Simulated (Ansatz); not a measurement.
# AlN (P6_3mc): modes against biaxial strain in the (0001) plane, that of a and b, part 3 of 4

Wanted: the shifts of the zone-centre modes of AlN (P6_3mc) with strain.

Ansatz 0.2.0; DFT LDA, scalar-relativistic, plane waves, PAW; PAW set soft_1.

So far, highest optical mode at the zone centre (no LO-TO term) (cm⁻¹): step 4 (zone-centre response at rest) 730.

The database entry behind the starting cell differs from later determinations by our own check (inner coordinate u about 0.002 short), so it need not match the best structure at ambient conditions.

## 6. Modes of this member: biaxial strain of +4 % in the (0001) plane, that of a and b

The zone-centre modes follow for biaxial strain of +4 % in the (0001) plane, that of a and b, with the response to a field.

input.yaml

```yaml
crystal:
  lattice:
    - [3.2121673661, 0.0, 0.0]
    - [-1.606083683, 2.7818185402, 0.0]
    - [0.0, 0.0, 4.8029363733]
  atoms:
    - { symbol: "N", position: [0.3333333333, 0.6666666667, 0.3875985197] }
    - { symbol: "N", position: [0.6666666667, 0.3333333333, 0.8875985197] }
    - { symbol: Al, position: [0.3333333333, 0.6666666667, -0.0075985197] }
    - { symbol: Al, position: [0.6666666667, 0.3333333333, 0.4924014803] }
kpoints:
  mp_grid: { grid: [9, 9, 6] }
hamiltonian:
  xc: lda
  pseudopotentials: { kind: paw, azcp: { folder: soft_1 }, xc_functional: pbe }
scf:
  occupations: { method: fixed }
output:
  eigenvalues: true
phonons:
  method: dfpt
  dielectric: true
  rigid_motions: translations
```

Launch:

```sh
ansatz run input.yaml --threads 8 --pin off --max-ram 16384MiB --backend cpu --events-out ev --progress --plain --runs-dir out
```

Numbers of over 12 decimals in the logs are rounded to 6 here.

What it wrote:

```text
[...]
Crystal: 4 atoms, lattice volume = 42.917 Å³
Basis set: ecut = 420 eV, 869 PW (Γ), exchange–correlation on 48×48×72 points (8 copies of the dense FFT grid, shifted against one another)
Bands: 12, of which v1, the nominal top of the filled ones, is band 8 counted from 1 (7 counted from 0)
Symmetry: 12 space group operations
k-points: 140 of 486 (irreducible under 2 space group operations, time reversal used)
[...]
SCF iter   1: F=—  HF=-1782.353928 eV  |F-HF|=—  |Δ(HF+E_count)|=         —  Δρ=1.28e-1  dr2=8.77e0  ethr=3.10e-3  ⟨swp⟩=4.7  Hψ=9087  notcnv=0  defer=83
[...]
SCF iter   9: F=-1779.539555 eV  HF=-1779.539555 eV  |F-HF|=0.00e0  |Δ(HF+E_count)|=  1.30e-11  Δρ=5.72e-8  dr2=5.73e-13  ethr=1.00e-12  ⟨swp⟩=6.4  Hψ=9601  notcnv=0
SCF 1 converged in 9 iterations: F = -1779.539555 eV  dr2 = 5.73e-13
[...]
Bands: 9, of which v1, the nominal top of the filled ones, is band 8 counted from 1 (7 counted from 0)
k-points: 90 of 600 (irreducible under 4 space group operations, time reversal used)
[...]
Eigensolver: Dense (90 Hₖ)
SCF iter   1: F=—  HF=-1779.541522 eV  |F-HF|=—  |Δ(HF+E_count)|=         —  Δρ=3.54e-4  dr2=7.76e-6  ethr=1.00e-1
[...]
SCF iter   4: F=-1779.541523 eV  HF=-1779.541523 eV  |F-HF|=2.77e-10  |Δ(HF+E_count)|=   1.76e-7  Δρ=5.07e-6  dr2=3.05e-9  ethr=4.91e-9
SCF 1 converged in 4 iterations: F = -1779.541523 eV  dr2 = 3.05e-9
[...]
SCF converged after 9 iterations
Free energy (F): -1779.539555 eV
[...]
Internal energy: -1779.539555 eV  (E = F + TS)
E sigma→0 (E₀):  -1779.539555 eV
Fermi energy:    6.954621 eV
[...]
--- Band table (eV; the first three rows and the last of 140) ---
  k-point 0: bands = [... 4 lower, 5.3925, 6.2495, 6.2495, 6.9546, 10.5513, 12.3088, 16.7111, 16.7111]
  k-point 1: bands = [... 4 lower, 5.4463, 6.1888, 6.1888, 6.3442, 11.0398, 12.4303, 16.6668, 16.6668]
  k-point 2: bands = [... 4 lower, 5.5953, 5.5953, 6.0243, 6.0243, 11.9281, 12.6615, 16.6874, 16.7108]
  k-point 139: bands = [... 4 lower, 3.9661, 3.9661, 5.8115, 5.8115, 13.1306, 13.1306, 15.4987, 15.4987]
[...]
ASR residual: 1.932e-5 → 0.000e0 eV/Å²; symmetrization residual: 4.012e-6 eV/Å²
  ASR residual per site (eV/Å²): 1.93e-5 1.93e-5 7.48e-7 7.48e-7
[...]
ε∞ (high-frequency dielectric tensor):
        4.535680    -0.000000    -0.000000
       -0.000000     4.535680     0.000000
       -0.000000     0.000000     4.706254
  ε⁰ (static dielectric tensor: ions relaxed, cell fixed):
        8.791228    -0.000000    -0.000000
       -0.000000     8.791228    -0.000000
       -0.000000    -0.000000    10.590994
  ε⁰ − ε∞ (ionic part):
        4.255548    -0.000000    -0.000000
       -0.000000     4.255548    -0.000000
       -0.000000    -0.000000     5.884740
[...]
Born effective charges Z* (e; rows j = field, columns β = displacement):
    site 0:
        -2.54055    0.00000    0.00000
         0.00000   -2.54055   -0.00000
         0.00000   -0.00000   -2.76446
    site 1:
        -2.54055    0.00000    0.00000
         0.00000   -2.54055   -0.00000
         0.00000   -0.00000   -2.76446
    site 2:
         2.54055   -0.00000   -0.00000
        -0.00000    2.54055    0.00000
        -0.00000    0.00000    2.76446
    site 3:
         2.54055   -0.00000   -0.00000
        -0.00000    2.54055    0.00000
        -0.00000    0.00000    2.76446
  Z* charge neutrality: 2.613e-5 e pre-enforcement
[...]
optical modes at Γ without the LO–TO term, one row a degenerate level:
      ω (cm⁻¹)  modes    IR ((D/Å)²/amu)
        254.96      2             0.0000
        510.94      1             0.0000
        568.30      1            38.2439
        603.68      2             0.0000
        614.16      2            64.5992
        702.53      1             0.0000
  optical modes at Γ + LO–TO along q̂ = [1.0000, 0.0000, 0.0000]:
      ω (cm⁻¹)  modes    IR ((D/Å)²/amu)
        254.96      2             0.0000
        510.94      1             0.0000
        568.30      1            38.2439
        603.68      2             0.0000
        614.16      1            32.2996
        702.53      1             0.0000
        855.04      1            32.2996
  optical modes at Γ + LO–TO along q̂ = [0.0000, 1.0000, 0.0000]:
      ω (cm⁻¹)  modes    IR ((D/Å)²/amu)
        254.96      2             0.0000
        510.94      1             0.0000
        568.30      1            38.2439
        603.68      2             0.0000
        614.16      1            32.2996
        702.53      1             0.0000
        855.04      1            32.2996
  optical modes at Γ + LO–TO along q̂ = [0.0000, 0.0000, 1.0000]:
      ω (cm⁻¹)  modes    IR ((D/Å)²/amu)
        254.96      2             0.0000
        510.94      1             0.0000
        603.68      2             0.0000
        614.16      2            64.5992
        702.53      1             0.0000
        852.53      1            38.2439
```

Wall time 14 s (8 threads of Arm Neoverse V1, shared host); peak memory 0.61 GiB.

This step gave:

| Property | Result |
| --- | --- |
| sum-rule residual before enforcement | 1.93e-5 eV/Å² |
| miss of the charge sum rule | 2.61e-5 e |
| estimated error of the dielectric tensor | 0.01371 |
| estimated error of the Born charges | 0.01039 e |
| highest optical mode at the zone centre (no LO-TO term) | 702.5 cm⁻¹ |
| lowest optical zone-centre mode | 255.0 cm⁻¹ |
| mean high-frequency dielectric constant | 4.593 |
| largest Born charge (third of the trace) | -2.615 e |
| mean static dielectric constant | 9.391 |
| top of the zone-centre spectrum with the field | 855.0 cm⁻¹ |

Without the LO-TO term. Patterns of degenerate modes are one choice out of their space. Modes at Γ, with each element's share of the kinetic energy:

```
mode  frequency (cm⁻¹)  symmetry  N %  Al %
   1               0.0  acoustic   34    66
   2               0.0  acoustic   34    66
   3               0.0  acoustic   34    66
   4             255.0        E2   27    73
   5             255.0        E2   27    73
   6             510.9        B1    0   100
   7             568.3        A1   66    34
   8             603.7        E2   73    27
   9             603.7        E2   73    27
  10             614.2        E1   66    34
  11             614.2        E1   66    34
  12             702.5        B1  100     0
```

Displacements in mode 4 (255.0 cm⁻¹), the largest set to 1:
```
N1   0.00 -0.83  0.00
N2   0.00  0.83  0.00
Al3  0.00  1.00  0.00
Al4  0.00 -1.00  0.00
```

Displacements in mode 6 (510.9 cm⁻¹), the largest set to 1:
```
N1   0.00  0.00 -0.05
N2   0.00  0.00  0.05
Al3  0.00  0.00 -1.00
Al4  0.00  0.00  1.00
```

Transverse modes. Lines of the infrared spectrum (strongest = 100):

```
position (cm⁻¹)  label  relative intensity
            255     E2                 0.0
            511     B1                 0.0
            568     A1                  59
            604     E2                 0.0
            614     E1                 100
            702     B1                 0.0
```

Without the LO-TO term the lowest optical mode is real, 255 cm⁻¹, and the highest lies at 702.5 cm⁻¹.

Between step 4 and this run (strain 4 %) the value for the highest optical mode at the zone centre (no LO-TO term) moves from 730 cm⁻¹ to 703 cm⁻¹ (-4 %).

## 7. Relaxation of a member: biaxial strain of -4 % in the (0001) plane, that of a and b

The cell takes a biaxial strain of -4 % in the (0001) plane, that of a and b. The strained lengths are held, while the rest of the cell and the atoms relax.

input.yaml, the sections that differ from step 6:

```yaml
crystal:
  lattice:
    - [2.9650775686, 0.0, 0.0]
    - [-1.4825387843, 2.5678324986, 0.0]
    - [0.0, 0.0, 5.0271167108]
  atoms:
    - { symbol: "N", position: [0.3333333333, 0.6666666667, 0.3765895461] }
    - { symbol: "N", position: [0.6666666667, 0.3333333333, 0.8765895461] }
    - { symbol: Al, position: [0.3333333333, 0.6666666667, 0.0034104539] }
    - { symbol: Al, position: [0.6666666667, 0.3333333333, 0.5034104539] }
output:
  forces: true
  stress: true
  eigenvalues: true
relax:
  adjacent_minimum: "off"
  f_tol: 0.001
  max_steps: 60
  cell: { stress_tol: 0.01, fix: [a, b, gamma] }
# kpoints, hamiltonian, scf: as in step 6
# phonons: removed
```

What it wrote:

```text
[...]
Crystal: 4 atoms, lattice volume = 38.276 Å³
Basis set: ecut = 420 eV, 737 PW (Γ)
Bands: 12, of which v1, the nominal top of the filled ones, is band 8 counted from 1 (7 counted from 0)
Symmetry: 12 space group operations
[...]
k-points: 48 of 486 (time reversal used)
[...]
--- Relaxed structure (5 steps of the walk, 5 accepted, 2 SCFs on fresh bases) ---
[...]
cell:  # Å, volume = 38.4733 Å³
    - [2.965078, 0, 0]
    - [-1.482539, 2.567832, 0]
    - [0, 0.0, 5.053084]
  atoms:
    - { symbol: N, position: [0.333333, 0.666667, 0.375139] }
    - { symbol: N, position: [0.666667, 0.333333, 0.875139] }
    - { symbol: Al, position: [0.333333, 0.666667, 0.00486104] }
    - { symbol: Al, position: [0.666667, 0.333333, 0.504861] }
[key lines of the parts left out:]
SCF converged after 5 iterations
Free energy (F): -1779.501306 eV
Fermi energy:    7.725149 eV
P = ⅓ Tr σ = 14.7243 GPa (147.243 kbar)
```

It took 3.4 s on 8 threads; peak memory 0.36 GiB.

Step by step:

```
step  energy less that of the first step (eV)  largest force component (eV/Å)  pressure (GPa)  volume (Å³)
   1                                   0.0000                          0.1686           16.23        38.28
   2                                  -0.0018                          0.1250           15.42        38.39
   3                                  -0.0028                          0.0553           14.87        38.44
   4                                  -0.0029                          0.0001           14.73        38.47
  5*                                  -0.0035                          0.0001           14.75        38.47
   6                                  -0.0034                          0.0000           14.72        38.47
  7*                                  -0.0035                          0.0000           14.72        38.47
```

Relaxation steps marked * repeat the geometry before them on a plane-wave basis chosen anew for their cell, so energy and pressure can jump there.

The run keeps the 12 symmetry operations that it works with, so distortions that break them were not tested.

```
conventional cell, symmetrised  before  after  change
                         a (Å)   2.965  2.965  -0.0 %
                         b (Å)   2.965  2.965  -0.0 %
                         c (Å)   5.027  5.053  +0.5 %
              volume (Å³/atom)    9.57   9.62  +0.5 %
```

The relaxed structure:

```
N Al
1.0
     2.96508    0.00000    0.00000
    -1.48254    2.56783    0.00000
     0.00000    0.00000    5.05308
N Al
2 2
Direct
  0.33333 0.66667 0.37514
  0.66667 0.33333 0.87514
  0.33333 0.66667 0.00486
  0.66667 0.33333 0.50486
```

This step gave:

| Property | Result |
| --- | --- |
| pressure | 14.72 GPa |
| gap on the k-mesh | 4.577 eV |
| volume per atom | 9.618 Å³ |

The largest force component left is 0.038 meV/Å.

## 8. Zone-centre modes of the member: biaxial strain of -4 % in the (0001) plane, that of a and b

The zone-centre modes follow for biaxial strain of -4 % in the (0001) plane, that of a and b, with the response to a field.

input.yaml, the sections that differ from step 7:

```yaml
crystal:
  lattice:
    - [2.9650775686, 0.0, 0.0]
    - [-1.4825387843, 2.5678324986, 0.0]
    - [0.0, 0.0, 5.0530835729]
  atoms:
    - { symbol: "N", position: [0.3333333333, 0.6666666667, 0.3751389642] }
    - { symbol: "N", position: [0.6666666667, 0.3333333333, 0.8751389642] }
    - { symbol: Al, position: [0.3333333333, 0.6666666667, 0.0048610358] }
    - { symbol: Al, position: [0.6666666667, 0.3333333333, 0.5048610358] }
output:
  eigenvalues: true
phonons:
  method: dfpt
  dielectric: true
  rigid_motions: translations
# kpoints, hamiltonian, scf: as in step 7
# relax: removed
```

What it wrote:

```text
[...]
Crystal: 4 atoms, lattice volume = 38.473 Å³
Basis set: ecut = 420 eV, 737 PW (Γ), exchange–correlation on 40×40×72 points (8 copies of the dense FFT grid, shifted against one another)
Bands: 12, of which v1, the nominal top of the filled ones, is band 8 counted from 1 (7 counted from 0)
Symmetry: 12 space group operations
k-points: 140 of 486 (irreducible under 2 space group operations, time reversal used)
[...]
optical modes at Γ + LO–TO along q̂ = [1.0000, 0.0000, 0.0000]:
      ω (cm⁻¹)  modes    IR ((D/Å)²/amu)
[...]
optical modes at Γ + LO–TO along q̂ = [0.0000, 1.0000, 0.0000]:
      ω (cm⁻¹)  modes    IR ((D/Å)²/amu)
[...]
optical modes at Γ + LO–TO along q̂ = [0.0000, 0.0000, 1.0000]:
      ω (cm⁻¹)  modes    IR ((D/Å)²/amu)
[...]
729.07      2             0.0000
        738.67      2            63.2709
        768.09      1             0.0000
        942.37      1            35.2352
[key lines of the parts left out:]
SCF converged after 8 iterations
Free energy (F): -1779.501307 eV
Fermi energy:    7.725150 eV
```

Wall time 13 s (8 threads); peak memory 0.58 GiB.

Numbers from this step:

* sum-rule residual before enforcement: 9.86e-5 eV/Å²
* miss of the charge sum rule: 0.001202 e
* estimated error of the dielectric tensor: 0.01959
* estimated error of the Born charges: 0.01420 e
* highest optical mode at the zone centre (no LO-TO term): 768.1 cm⁻¹
* lowest optical zone-centre mode: 219.8 cm⁻¹
* mean high-frequency dielectric constant: 4.430
* largest Born charge (third of the trace): -2.561 e
* mean static dielectric constant: 7.965
* top of the zone-centre spectrum with the field: 975.4 cm⁻¹

Without the LO-TO term. Patterns of degenerate modes are one choice out of their space. The modes at Γ (shares of kinetic energy by element, %):

```
mode  frequency (cm⁻¹)  symmetry  N %  Al %
   1               0.0  acoustic   34    66
   2               0.0  acoustic   34    66
   3               0.0  acoustic   34    66
   4             219.8        E2   31    69
   5             219.8        E2   31    69
   6             597.1        B1    0   100
   7             683.8        A1   66    34
   8             729.1        E2   69    31
   9             729.1        E2   69    31
  10             738.7        E1   66    34
  11             738.7        E1   66    34
  12             768.1        B1  100     0
```

Transverse modes. Infrared lines, with heights relative to the strongest:

```
position (cm⁻¹)  label  relative intensity
            220     E2                 0.0
            597     B1                 0.0
            684     A1                  56
            729     E2                 0.0
            739     E1                 100
            768     B1                 0.0
```

Without the LO-TO term the lowest optical mode is real, 220 cm⁻¹, and the highest lies at 768.1 cm⁻¹.

For the highest optical mode at the zone centre (no LO-TO term), step 4 gave 730 cm⁻¹; this run, with strain -4 %, gives 768 cm⁻¹ (+5 %).

[end of part 3 of 4]

[Logs are printed without paths, hosts, clocks, repeated set-up lines and the standing remarks that a program may print on its own settings, such as how far it seeks lower states.]

[Hosts, paths, dates, database ids (printed as entryN), source tags and the programs' standing remarks are cut or masked in the printed files.]
